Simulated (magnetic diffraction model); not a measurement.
## Moment size from magnetic intensity in ErMoS4I

Space group P2_1/c (no. 14), a = 6.7600 Å, b = 15.9620 Å, c = 8.5760 Å, β = 113.29°.

| site | atom | x | y | z |
| --- | --- | --- | --- | --- |
| 4e | Er | 0.3608 | 0.5512 | 0.6962 |
| 4e | I | 0.5412 | 0.6005 | 0.4700 |
| 4e | Mo | 0.0793 | 0.8574 | 0.6312 |
| 4e | S | 0.7716 | 0.6507 | 0.9174 |
| 4e | S | 0.7994 | 0.2795 | 0.2948 |
| 4e | S | 0.9950 | 0.0683 | 0.1586 |
| 4e | S | 0.3137 | 0.5677 | 0.0461 |

This is a made-up structure (elements placed in a structure type, unrelaxed), so the numbers test the method and describe no known phase.

Only Er is taken to order (form factors of Er3+); orders and moment sizes are assumed, and not adapted to the symmetry. Radiation: neutrons of λ = 1.909 Å, 5° to 30°; isotropic B of 0.45 Å² (Er), 0.43 Å² (I), 0.56 Å² (Mo) and 0.61 Å² (S). The intensities are simulated: I ∝ L Σ (|F_N|² + |F_M⊥|²) for unpolarised neutrons, with F_M = 2.695 fm/μB × Σ f(s) S exp(2πi Q·r) exp(−B s²) at Q = H ± k (one set where k and −k are equivalent), only the part normal to Q counting and L = 1/(sin²θ cos θ). For collinear order S is the moment m, which repeats by lattice and centring translations R with the sign exp(−2πi k·R). Form factors are spin-only for 3d ions and dipole or tabulated for f ions, scattering lengths are Sears's of 1992, and absorption is left out. A label names one of the reflections at its angle. The strongest nuclear line in the range is 100, and lines under 0.2 are left out.

In a first state the assumed order is k = (0 0 1/2), collinear moments along [110], 8.1 μB on Er; signs + at (0.3608, 0.5512, 0.6962), − at (0.3608, 0.9488, 0.1962), + at (0.6392, 0.4488, 0.3038), − at (0.6392, 0.0512, 0.8038), with this pattern:

```tsv
2θ (°)	index	nuclear	magnetic
6.95	(0 0 1/2)	0.0	48.7
9.77	(0 1 1/2)	0.0	979.1
13.74	(0 2 0)	80.2	0.0
15.41	(0 2 1/2)	0.0	6.3
15.53	(0 1 1)	5.9	0.0
16.23	(1 0 -1/2)	0.0	109.7
17.64	(1 1 -1/2)	0.0	176.4
17.69	(1 0 0)	1.7	0.0
18.97	(1 1 -1)	16.7	0.0
18.99	(1 1 0)	51.2	0.0
19.61	(0 2 1)	3.8	0.0
20.94	(0 0 3/2)	0.0	42.8
21.33	(-1 2 1/2)	0.0	131.7
21.43	(1 0 -3/2)	0.0	20.4
21.46	(1 0 1/2)	0.0	117.4
21.83	(0 3 1/2)	0.0	77.2
```
(The table stops after 16 lines; 22 more lie at higher angle.)

**Question.** Nearer the ordering temperature the line at 9.77° has total intensity 88.1 on the same scale, and all moments have shrunk alike. How large is the Er moment?

The nuclear part, 0.0, stays, so the magnetic part is 88.1 against 979.1. It goes as m², so m = 8.1 × √(88.1/979.1) = 2.43 μB; the value used was 2.43 μB.

[Logs are printed without paths, hosts, clocks, repeated set-up lines and the standing remarks that a program may print on its own settings, such as how far it seeks lower states.]
